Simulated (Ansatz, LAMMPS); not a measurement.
# Energy and forces of Al48Fe52 (at. %) with crystalline order left by the classical run (94 atoms)

Wanted: forces and levels of Al48Fe52 (at. %) with crystalline order left by the classical run (94 atoms).

Calculated with Ansatz 0.2.0; Kohn-Sham DFT, PBEsol, PAW (set soft_2), plane waves.

## Step 1: The starting structure

The cell holds 94 atoms: 45 Al and 49 Fe. Its edges and angles: a = 10.578 Å, b = 10.578 Å, c = 10.578 Å, α = 90.0°, β = 90.0°, γ = 90.0°. 94 atoms (45 Al, 49 Fe) placed at random at 4.39 g/cm³, melted at 2200 K for 10 ps at fixed volume with the EAM Al-Fe potential (Mendelev, Srolovitz, Ackland and Han, J. Mater. Res. 20, 208 (2005)). Quenched from 2200 K to 300 K at 10 K/ps and zero pressure, held 5 ps.

What the set-up can't give: The quench rate of 10 K/ps is orders of magnitude faster than experiment, which tends to freeze in extra defects. The starting topology of bonds comes from the classical model, and needn't be the one that DFT or experiment would give.

## Step 2: Making the structure

A classical potential supplies the starting structure, since it reaches far longer times than DFT.

This step: classical MD, EAM Al-Fe potential (Mendelev, Srolovitz, Ackland and Han, J. Mater. Res. 20, 208 (2005)) (LAMMPS 22 Jul 2025 - Update 4).

Contents of in.lmp:

```
# melt-quench of Al45Fe49
units metal
atom_style atomic
boundary p p p
region box block 0 11.4353 0 11.4353 0 11.4353
create_box 2 box
mass 1 26.9815   # Al
mass 2 55.8450   # Fe
create_atoms 1 random 45 595184 NULL overlap 1.81 maxtry 2000
create_atoms 2 random 49 595191 NULL overlap 1.81 maxtry 2000
pair_style eam/fs
pair_coeff * * AlFe_mm.eam.fs Al Fe
neigh_modify delay 0 every 1 check yes
thermo_style custom step time temp pe press density
thermo_modify norm yes
timestep 0.002
thermo 100
min_style cg
minimize 1e-4 1e-4 200 2000
reset_timestep 0
velocity all create 2200 595185 mom yes dist gaussian
fix lim all nve/limit 0.05
fix lan all langevin 2200 2200 0.2 595186 zero yes
thermo 500
run 1000 post no
unfix lim
unfix lan
thermo 833
fix md all nvt temp 2200 2200 0.2
run 5000 post no
unfix md
thermo 9500
fix md all npt temp 2200 300 0.2 iso 0 0 2
run 95000 post no
unfix md
thermo 1250
fix md all npt temp 300 300 0.2 iso 0 0 2
run 2500 post no
unfix md
write_dump all custom glass.dump id type xs ys zs modify sort id
```

Started as:

```
lmp -in in.lmp -log none -nocite
```

Numbers of over 12 decimals in the logs are rounded to 6 here.

What it wrote:

```text
LAMMPS (22 Jul 2025 - Update 4)
Created orthogonal box = (0 0 0) to (11.4353 11.4353 11.4353)
Created 45 atoms
Created 49 atoms
   Step          Time           Temp          PotEng         Press         Density
         0   0              0             -2.2004229      282018.19      4.3869896
        76   0.152          0             -3.6363292     -89563.802      4.3869896
Loop time of 0.0246388 s on 1 MPI rank(s) for 76 steps with 94 atoms
Minimization stats:
  Stopping criterion = energy tolerance
  Energy initial, next-to-last, final =
     -2.20042287321078  -3.63599267547575  -3.63632921929384
  Force two-norm initial, final = 73.518495 0.56912831
  Iterations, force evaluations = 76 94
   Step          Time           Temp          PotEng         Press         Density
         0   0              2200          -3.6363292     -70673.162      4.3869896
       500   1              1829.6782     -3.3253988     -13983.046      4.3869896
      1000   2              2273.9192     -3.3483317     -32842.401      4.3869896
Loop time of 0.221838 s on 1 MPI rank(s) for 1000 steps with 94 atoms
   Step          Time           Temp          PotEng         Press         Density
      1000   2              2273.9192     -3.3483317     -32842.401      4.3869896
      1666   3.332          2113.8203     -3.3259992     -18187.375      4.3869896
      2499   4.998          2529.0227     -3.331545      -20902.226      4.3869896
      3332   6.664          2418.9499     -3.3302428     -21412.316      4.3869896
      4165   8.33           2077.9743     -3.3237455     -29542.188      4.3869896
      4998   9.996          2327.1748     -3.303983      -15351.809      4.3869896
      5831   11.662         2190.6184     -3.3069905     -5062.9307      4.3869896
[... 1 line left out ...]
Loop time of 1.11943 s on 1 MPI rank(s) for 5000 steps with 94 atoms
   Step          Time           Temp          PotEng         Press         Density
[... 12 lines left out ...]
Loop time of 23.2071 s on 1 MPI rank(s) for 95000 steps with 94 atoms
   Step          Time           Temp          PotEng         Press         Density
    101000   202            284.8324      -3.8163817      74.799463      5.5319644
    101250   202.5          331.96645     -3.8099817      3953.5549      5.5368747
    102500   205            310.03911     -3.8135711      9668.9908      5.5672318
    103500   207            315.52772     -3.8092437      3787.8671      5.5420814
Loop time of 0.57865 s on 1 MPI rank(s) for 2500 steps with 94 atoms
```

The job ended after 25 s (1 thread of Arm Neoverse V2, shared host; peak memory 0.07 GiB).

## Step 3: Plane-wave single point

The electrons are solved once, with the atoms held.

Contents of input.yaml:

```yaml
crystal:
  lattice:
    - [10.57821, 0.0, 0.0]
    - [0.0, 10.57821, 0.0]
    - [0.0, 0.0, 10.57821]
  atoms:
    - { symbol: Al, position: [0.21628, 0.51572, 0.85093] }
    - { symbol: Al, position: [0.74277, 0.85117, 0.67089] }
    - { symbol: Al, position: [0.69935, 0.12821, 0.95475] }
    - { symbol: Al, position: [0.69168, 0.50566, 0.45576] }
    - { symbol: Al, position: [0.97914, 0.84065, 0.25552] }
    - { symbol: Al, position: [0.03815, 0.40723, 0.02535] }
    - { symbol: Al, position: [0.43401, 0.34616, 0.46827] }
    - { symbol: Al, position: [0.4717, 0.82566, 0.59677] }
    - { symbol: Al, position: [0.59838, 0.02571, 0.74682] }
    - { symbol: Al, position: [0.18654, 0.23204, 0.07734] }
    - { symbol: Al, position: [0.85003, 0.39533, 0.61051] }
    - { symbol: Al, position: [0.49278, 0.2362, 0.08245] }
    - { symbol: Al, position: [0.00379, 0.11869, 0.93879] }
    - { symbol: Al, position: [0.67388, 0.39809, 0.00767] }
    - { symbol: Al, position: [0.32262, 0.20268, 0.80954] }
    - { symbol: Al, position: [0.50711, 0.81931, 0.85244] }
    - { symbol: Al, position: [0.58989, 0.40468, 0.26428] }
    - { symbol: Al, position: [0.47466, 0.51475, 0.10094] }
    - { symbol: Al, position: [0.3428, 0.00941, 0.47] }
    - { symbol: Al, position: [0.72988, 0.8884, 0.94613] }
    - { symbol: Al, position: [0.07396, 0.01926, 0.49911] }
    - { symbol: Al, position: [0.71807, 0.82733, 0.24459] }
    - { symbol: Al, position: [0.04401, 0.74759, 0.47256] }
    - { symbol: Al, position: [0.46855, 0.06037, 0.94099] }
    - { symbol: Al, position: [0.16651, 0.79058, 0.09237] }
    - { symbol: Al, position: [0.64516, 0.23696, 0.48942] }
    - { symbol: Al, position: [0.35167, 0.658, 0.70885] }
    - { symbol: Al, position: [0.58866, 0.99685, 0.13411] }
    - { symbol: Al, position: [0.72583, 0.23318, 0.72075] }
    - { symbol: Al, position: [0.84, 0.88845, 0.4489] }
    - { symbol: Al, position: [0.00121, 0.59573, 0.17243] }
    - { symbol: Al, position: [0.1087, 0.41324, 0.65443] }
    - { symbol: Al, position: [0.49574, 0.50203, 0.85166] }
    - { symbol: Al, position: [0.60825, 0.64025, 0.68195] }
    - { symbol: Al, position: [0.83813, 0.42856, 0.21126] }
    - { symbol: Al, position: [0.71988, 0.20377, 0.19062] }
    - { symbol: Al, position: [0.06004, 0.65669, 0.94548] }
    - { symbol: Al, position: [0.352, 0.72989, 0.41829] }
    - { symbol: Al, position: [0.19557, 0.16388, 0.32794] }
    - { symbol: Al, position: [0.97719, 0.20917, 0.70012] }
    - { symbol: Al, position: [0.09183, 0.01195, 0.15103] }
    - { symbol: Al, position: [0.92054, 0.09546, 0.31905] }
    - { symbol: Al, position: [0.07309, 0.65834, 0.70931] }
    - { symbol: Al, position: [0.99176, 0.50735, 0.43006] }
    - { symbol: Al, position: [0.243, 0.20388, 0.58281] }
    - { symbol: Fe, position: [0.33434, 0.37187, 0.97], spin: 2.2 }
    - { symbol: Fe, position: [0.94055, 0.21832, 0.13511], spin: 2.2 }
    - { symbol: Fe, position: [0.50071, 0.14864, 0.32296], spin: 2.2 }
    - { symbol: Fe, position: [0.84987, 0.62908, 0.59933], spin: 2.2 }
    - { symbol: Fe, position: [0.70302, 0.03764, 0.34673], spin: 2.2 }
    - { symbol: Fe, position: [0.22219, 0.38858, 0.43866], spin: 2.2 }
    - { symbol: Fe, position: [0.34176, 0.98259, 0.74624], spin: 2.2 }
    - { symbol: Fe, position: [0.56182, 0.64265, 0.30276], spin: 2.2 }
    - { symbol: Fe, position: [0.53979, 0.27789, 0.84874], spin: 2.2 }
    - { symbol: Fe, position: [0.66417, 0.64745, 0.92605], spin: 2.2 }
    - { symbol: Fe, position: [0.60698, 0.9999, 0.52536], spin: 2.2 }
    - { symbol: Fe, position: [0.96414, 0.48699, 0.8108], spin: 2.2 }
    - { symbol: Fe, position: [0.12378, 0.03443, 0.74084], spin: 2.2 }
    - { symbol: Fe, position: [0.87129, 0.72352, 0.81652], spin: 2.2 }
    - { symbol: Fe, position: [0.34045, 0.4001, 0.69854], spin: 2.2 }
    - { symbol: Fe, position: [0.84296, 0.66193, 0.34521], spin: 2.2 }
    - { symbol: Fe, position: [0.84837, 0.53622, 0.98896], spin: 2.2 }
    - { symbol: Fe, position: [0.8476, 0.00462, 0.10522], spin: 2.2 }
    - { symbol: Fe, position: [0.57697, 0.40004, 0.64729], spin: 2.2 }
    - { symbol: Fe, position: [0.49238, 0.88102, 0.303], spin: 2.2 }
    - { symbol: Fe, position: [0.55238, 0.75433, 0.07956], spin: 2.2 }
    - { symbol: Fe, position: [0.6578, 0.75861, 0.47559], spin: 2.2 }
    - { symbol: Fe, position: [0.08365, 0.37993, 0.25512], spin: 2.2 }
    - { symbol: Fe, position: [0.21029, 0.89895, 0.3194], spin: 2.2 }
    - { symbol: Fe, position: [0.73133, 0.46948, 0.79868], spin: 2.2 }
    - { symbol: Fe, position: [0.47128, 0.18043, 0.62858], spin: 2.2 }
    - { symbol: Fe, position: [0.36674, 0.88795, 0.05783], spin: 2.2 }
    - { symbol: Fe, position: [0.15568, 0.6387, 0.31493], spin: 2.2 }
    - { symbol: Fe, position: [0.82876, 0.30703, 0.39239], spin: 2.2 }
    - { symbol: Fe, position: [0.86926, 0.75282, 0.07004], spin: 2.2 }
    - { symbol: Fe, position: [0.21651, 0.53787, 0.10512], spin: 2.2 }
    - { symbol: Fe, position: [0.34677, 0.07528, 0.17599], spin: 2.2 }
    - { symbol: Fe, position: [0.21912, 0.83106, 0.58664], spin: 2.2 }
    [... 10 atom lines left out ...]
    - { symbol: Fe, position: [0.97885, 0.8665, 0.66667], spin: 2.2 }
    - { symbol: Fe, position: [0.84487, 0.03551, 0.78274], spin: 2.2 }
    - { symbol: Fe, position: [0.36096, 0.52086, 0.32124], spin: 2.2 }
    - { symbol: Fe, position: [0.34242, 0.32765, 0.22789], spin: 2.2 }
    - { symbol: Fe, position: [0.70766, 0.60688, 0.15602], spin: 2.2 }
    - { symbol: Fe, position: [0.36392, 0.71136, 0.18783], spin: 2.2 }
magnetization:
  spin_polarized: true
kpoints:
  mp_grid: { grid: [2, 2, 2] }
hamiltonian:
  xc: pbesol
scf:
  occupations: { method: fermi_dirac, width: 0.1 }
output:
  forces: true
  stress: true
  populations: true
  dos:
    method: { smearing: { sigma: 0.08 } }
    de: 0.1
    projected: { site_lists: { Al: [Al], Fe: [Fe] } }
  eigenvalues: true
  write_density: true
  write_potential: true
  volumetric_format: npy
```

Started as:

```
ansatz run input.yaml --threads 8 --pin off --max-ram 15872MiB --backend cpu --events-out ev --progress --plain --runs-dir out
```

What it wrote:

```text
Engine: ansatz 0.2.0, aarch64-unknown-linux-gnu
Pseudopotentials: kind: paw
Pseudopotential: Al, paw, valence charge 3, recommended cutoff 420 eV (normal), Al.paw.azcp
Pseudopotential: Fe, paw, valence charge 16, recommended cutoff 420 eV (normal), Fe.paw.azcp
[... 3 lines on functional and potentials left out ...]
Crystal: 94 atoms, lattice volume = 1183.686 Å³
Basis set: ecut = 420 eV, 23031 PW (Γ), exchange–correlation on 144×144×144 points (8 copies of the dense FFT grid, shifted against one another)
Bands: 617, of which v1, the nominal top of the filled ones, is band 460 counted from 1 (459 counted from 0)
Symmetry: 1 space group operations
Space group: P1 (ITA 1), of the structure as read, at distance tolerance 1.1e-4 Å
Magnetic group: BNS 1.1 (UNI 1), of the structure as read, at distance tolerance 1.1e-4 Å
k-points: 8
[... 7 lines on functional and potentials left out ...]
Initial density: superposition of atomic densities (chi_scale 0.1, normalization cell)
Starting moments: Σ|m| = 107.8 μB on 49 of 94 sites
Initial wavefunctions: pseudopotential atomic-orbital guess
Functional: x = pbesol(κ = 0.804, μ = 0.123457), c = pbesol(β = 0.046)
SCF iter   1: F=—  HF=-241619.616851 eV  |F-HF|=—  |Δ(HF+E_count)|=         —  Δρ=5.63e-2 (↑2.66e-2 ↓5.63e-2)  dr2=1.44e2  dr2_m=9.11e0  M=86.960 μB ∫|m|=93.175 μB  β_m=0.30  ethr=3.10e-3  ⟨swp⟩=5.2  Hψ=35769  notcnv=0  defer=621
preconditioner: auto → Kerker (q_TF=auto, 2.616 Å⁻¹)  [metal: Δε(μ)=0.000 eV  Ē_g=6.045 eV  σ=0.100 eV  W_gap=0.00  n_scr=364 (ndim 8)  ℏωp=24.8 eV  f_vac=0.000  D(μ)=83.21/eV (n_scr^D=924)]
spin=Collinear: Kerker preconditioning applied to the charge; magnetization (m = ρ↑ − ρ↓) channel mixes plain (no charge-response kernel on spin).
SCF iter   2: F=—  HF=-241620.806317 eV  |F-HF|=—  |Δ(HF+E_count)|=    1.19e0  Δρ=7.78e-2 (↑5.62e-2 ↓7.78e-2)  dr2=2.58e2  dr2_m=7.51e0  M=83.169 μB ∫|m|=90.228 μB  β_m=0.30  ethr=3.10e-3  ⟨swp⟩=2.0  Hψ=16998  notcnv=0  defer=1146
spin-set hold released at iteration 2 (site moments show no strong build): the magnetisation degrees of freedom join the quasi-Newton model from the next iteration; the mixer history was kept
SCF iter   3: F=—  HF=-241614.915192 eV  |F-HF|=—  |Δ(HF+E_count)|=    5.89e0  Δρ=5.21e-2 (↑2.51e-2 ↓5.21e-2)  dr2=1.13e2  dr2_m=5.16e0  M=84.741 μB ∫|m|=92.559 μB  β_m=0.08  ethr=3.10e-3  ⟨swp⟩=3.9  Hψ=17016  notcnv=0  defer=1146
SCF iter   4: F=—  HF=-241610.988106 eV  |F-HF|=—  |Δ(HF+E_count)|=    3.93e0  Δρ=1.90e-2 (↑1.90e-2 ↓1.84e-2)  dr2=2.57e1  dr2_m=1.27e0  M=84.895 μB ∫|m|=93.227 μB  β_m=0.17  ethr=3.10e-3  ⟨swp⟩=2.0  Hψ=11156  notcnv=0  defer=1128
SCF iter   5: F=—  HF=-241606.930111 eV  |F-HF|=—  |Δ(HF+E_count)|=    4.06e0  Δρ=1.79e-2 (↑1.09e-2 ↓1.79e-2)  dr2=1.18e1  dr2_m=7.82e-1  M=82.871 μB ∫|m|=92.859 μB  β_m=0.19  ethr=2.80e-3  ⟨swp⟩=2.0  Hψ=10469  notcnv=0  defer=1125
SCF iter   6: F=—  HF=-241605.564055 eV  |F-HF|=—  |Δ(HF+E_count)|=    1.37e0  Δρ=1.03e-2 (↑8.14e-3 ↓1.03e-2)  dr2=3.51e0  dr2_m=5.85e-1  M=82.701 μB ∫|m|=93.286 μB  β_m=0.26  ethr=1.28e-3  ⟨swp⟩=2.4  Hψ=10516  notcnv=0  defer=1115
SCF iter   7: F=—  HF=-241605.288460 eV  |F-HF|=—  |Δ(HF+E_count)|=   2.76e-1  Δρ=1.35e-2 (↑8.57e-3 ↓1.35e-2)  dr2=4.91e0  dr2_m=5.90e-1  M=83.323 μB ∫|m|=93.965 μB  β_m=0.25  ethr=3.82e-4  ⟨swp⟩=2.2  Hψ=10411  notcnv=0  defer=1107
SCF iter   8: F=—  HF=-241605.105798 eV  |F-HF|=—  |Δ(HF+E_count)|=   1.83e-1  Δρ=7.56e-3 (↑5.34e-3 ↓7.56e-3)  dr2=1.00e0  dr2_m=3.14e-1  M=83.767 μB ∫|m|=94.397 μB  β_m=0.25  ethr=3.82e-4  ⟨swp⟩=2.0  Hψ=9778  notcnv=0  defer=1107
SCF iter   9: F=—  HF=-241605.147875 eV  |F-HF|=—  |Δ(HF+E_count)|=   4.21e-2  Δρ=6.19e-3 (↑3.82e-3 ↓6.19e-3)  dr2=7.32e-1  dr2_m=1.63e-1  M=84.757 μB ∫|m|=95.163 μB  β_m=0.22  ethr=1.09e-4  ⟨swp⟩=1.6  Hψ=9575  notcnv=0  defer=1101
[...]
SCF iter  38: F=—  HF=-241605.165836 eV  |F-HF|=—  |Δ(HF+E_count)|=   1.62e-7  Δρ=1.53e-5 (↑7.70e-6 ↓1.53e-5)  dr2=8.19e-6  dr2_m=2.51e-7  M=86.563 μB ∫|m|=97.241 μB  β_m=0.23  ethr=1.18e-10  ⟨swp⟩=2.0  Hψ=15816  notcnv=0  defer=1089
SCF iter  39: F=—  HF=-241605.165836 eV  |F-HF|=—  |Δ(HF+E_count)|=   2.26e-7  Δρ=2.68e-6 (↑1.55e-6 ↓2.68e-6)  dr2=1.90e-7  dr2_m=2.38e-8  M=86.563 μB ∫|m|=97.241 μB  β_m=0.22  ethr=1.18e-10  ⟨swp⟩=2.0  Hψ=13050  notcnv=0  defer=1089
SCF iter  40: F=—  HF=-241605.165836 eV  |F-HF|=—  |Δ(HF+E_count)|=   1.19e-9  Δρ=2.72e-6 (↑1.94e-6 ↓2.72e-6)  dr2=2.55e-7  dr2_m=1.86e-8  M=86.563 μB ∫|m|=97.241 μB  β_m=0.18  ethr=2.06e-11  ⟨swp⟩=2.2  Hψ=10132  notcnv=0  defer=1089
SCF iter  41: F=-241605.165836 eV  HF=-241605.165836 eV  |F-HF|=2.74e-8  |Δ(HF+E_count)|=   6.96e-9  Δρ=1.68e-6 (↑1.11e-6 ↓1.68e-6)  dr2=3.81e-8  dr2_m=1.61e-8  M=86.563 μB ∫|m|=97.241 μB  ethr=1.09e-11  ⟨swp⟩=12.2  Hψ=60172  notcnv=0
SCF 1 converged in 41 iterations: F = -241605.165836 eV  dr2 = 3.81e-8
[...]
some or all of what a close reads of its open shells is tried by no SCF: some or all of their fillings by name were not asked, since the model of its bands would take too long in so large a cell. Whether a lower state lies along it is not known (a run that goes on reads the state that it goes on from)
SCF converged after 41 iterations
Magnetization: 86.5630 μB (502.7815 up, 416.2185 down)
Absolute magnetization: 97.2542 μB (∫|ρ↑−ρ↓|, with the PAW one-centre terms)
Spin contamination: 2.6876 ħ² per cell (⟨S²⟩ above its minimum at these occupations)
Per-site moments (μB) at R_I (Å): [(-0.039262, 0.964017), (-0.044861, 1.013325), (-0.025005, 1.050471), (-0.043199, 1.026170), (-0.032170, 1.004185), [...]
Free energy (F): -241605.165836 eV
Harris-Foulkes:  -241605.165836 eV  (|F-HF|=2.74e-8)
Internal energy: -241602.497320 eV  (E = F + TS)
E sigma→0 (E₀):  -241603.831578 eV
Entropy (-TS):   -2.668517 eV (-28.388 meV/atom)
Fermi energy:    13.606873 eV
--- Per-component energies (eV) ---
  E_band       = -12998.361891
  E_kinetic    = 18428.581812
  E_local      = -157115.948299  (includes V_loc(G=0)·N_el)
  E_nonlocal   = 11243.464467
  E_hartree    = 69019.731270
  E_xc         = -7569.666216
  E_vxc        = -8805.894125  (∫ρ·V_xc dr)
  E_paw        = -85906.216847  (= ΣΔE_a)
  E_vpaw       = -14788.058480  (= ΣTr[D̂ρ^β])
  E_aug_tail   = 0.041948  (compensation charges beyond the density's cutoff)
  E_ewald      = -89712.127592
  E_core_change = 9.642138  (= ΣΔE_core)
  E_smearing   = -2.668517  (= −TS)
  E_closure    = -0.000000  (closes the sum)
  Σ components = -241605.165836   (vs F -241605.165836, Δ=0.00e0)
--- Forces (eV/Å), atoms counted from 1 ---
  atom   1  Al    -0.22466008    -0.99814737     0.16151299
  atom   2  Al     0.36940859    -0.04869995    -0.16837268
  atom   3  Al     1.34134683     1.07623384    -0.42818082
  atom   4  Al     0.47237559     0.87006358     0.26719256
  atom   5  Al    -0.14342378    -0.73854218    -0.19839617
  atom   6  Al    -0.39487256    -0.06346842    -0.69499463
  atom   7  Al    -0.29400308    -0.35607091    -0.13659579
  atom   8  Al     0.49755850     1.30134405     0.00951525
  atom   9  Al    -0.29147585     0.58857762    -0.17382342
  atom  10  Al     0.67557946    -0.23827499     0.25555118
  atom  11  Al     0.34989920     0.64235331    -0.52158918
  atom  12  Al    -0.25525359     1.27329898     0.73387289
  atom  13  Al    -0.22600482    -0.25836591    -0.26557113
  atom  14  Al     0.16686929    -0.35018249     0.10248113
[...]
atom  93  Fe     0.43889585    -1.09119943    -0.81274963
  atom  94  Fe    -0.55224225    -0.12769997     0.61867880
  max |Σ_I F_I| component: 1.08e-5 eV/Å
--- Stress (GPa, compression-positive) ---
       -1.188927      -0.724780       0.250887
       -0.724781      -0.243451      -0.261243
        0.250887      -0.261243       0.947828
  P = ⅓ Tr σ = -0.1615 GPa (-1.615 kbar)
--- Band table (eV; the first three rows and the last of 16) ---
  k-point 0 ↑: bands = ["-74.2697", "-74.2197", "-74.2176", "-74.2007", [... 601 levels ...], "19.5956", "19.6457", "19.7892", "19.8317", "19.8949", "19.9495", "20.0650", "20.0787", "20.2462", "20.2701", "20.3016", "20.3483"]
[...]
--- Löwdin populations: 94 sites ---
  site symbol       q [e]    m [muB]
     0     Al      3.1923    -0.1134
     1     Al      3.2711    -0.1149
     2     Al      3.1074    -0.0531
[...]
93     Fe     15.6326     2.0797
  spilling = 0.009076 (of n_electrons = 919.000000)
```

The job ended after 12 min (8 threads of Arm Neoverse V2, shared host; peak memory 11 GiB).

The program notes that it cut back its work space to fit the memory limit.

Read from the output:

- free energy: -241605.1658 eV
- free energy per atom: -2570.2677 eV/atom
- SCF cycles: 41
- pressure: -0.1615 GPa
- r.m.s. force component: 0.5867 eV/Å
- longest force: 2.151 eV/Å
- Fermi energy: 13.61 eV
- levels partly filled by over 2 per cent: 497
- total moment: 86.56 μB
- absolute moment: 97.25 μB
- spilling of the projection: 0.009076

Neighbours are counted within 3.43 Å (Fe-Fe), 3.43 Å (Fe-Al), 3.43 Å (Al-Al).

Length of the force by element and coordination:

```
element  coordination  atoms  mean length of the force (eV/Å)  spread  least  most
     Al           all     45                             1.03   0.439  0.401  2.15
     Al            12      7                             1.12   0.551  0.476  2.15
     Al            13     22                            0.895   0.404  0.401  1.61
     Al            14     14                             1.20   0.384  0.761  2.01
     Al            15      2                             1.13   0.108   1.03  1.24
     Fe           all     49                            0.823   0.379  0.297  1.95
     Fe            12      7                            0.762   0.271  0.312  1.20
     Fe            13     23                            0.812   0.430  0.297  1.95
     Fe            14     16                            0.861   0.343  0.347  1.45
     Fe            15      3                            0.842   0.332  0.533  1.30
```

Magnetic moments by element and coordination:

```
element  coordination  atoms  mean moment (μB)  spread    least     most
     Al           all     45           -0.0403  0.0094  -0.0632  -0.0195
     Al            12      7           -0.0393  0.0108  -0.0524  -0.0195
     Al            13     22           -0.0403  0.0097  -0.0632  -0.0222
     Al            14     14           -0.0416   0.008  -0.0565   -0.025
     Al            15      2            -0.035  0.0082  -0.0432  -0.0268
     Fe           all     49              1.82   0.249     1.04     2.27
     Fe            12      7              1.79   0.183     1.58     2.07
     Fe            13     23              1.81   0.226     1.33     2.24
     Fe            14     16              1.82   0.287     1.04     2.25
     Fe            15      3              1.93   0.297     1.55     2.27
```

(Part 1 of 2 ends here.)

[Logs are printed without paths, hosts, clocks, repeated set-up lines and the standing remarks that a program may print on its own settings, such as how far it seeks lower states.]

[Hosts, paths, dates, database ids (printed as entryN), source tags and the programs' standing remarks are cut or masked in the printed files.]
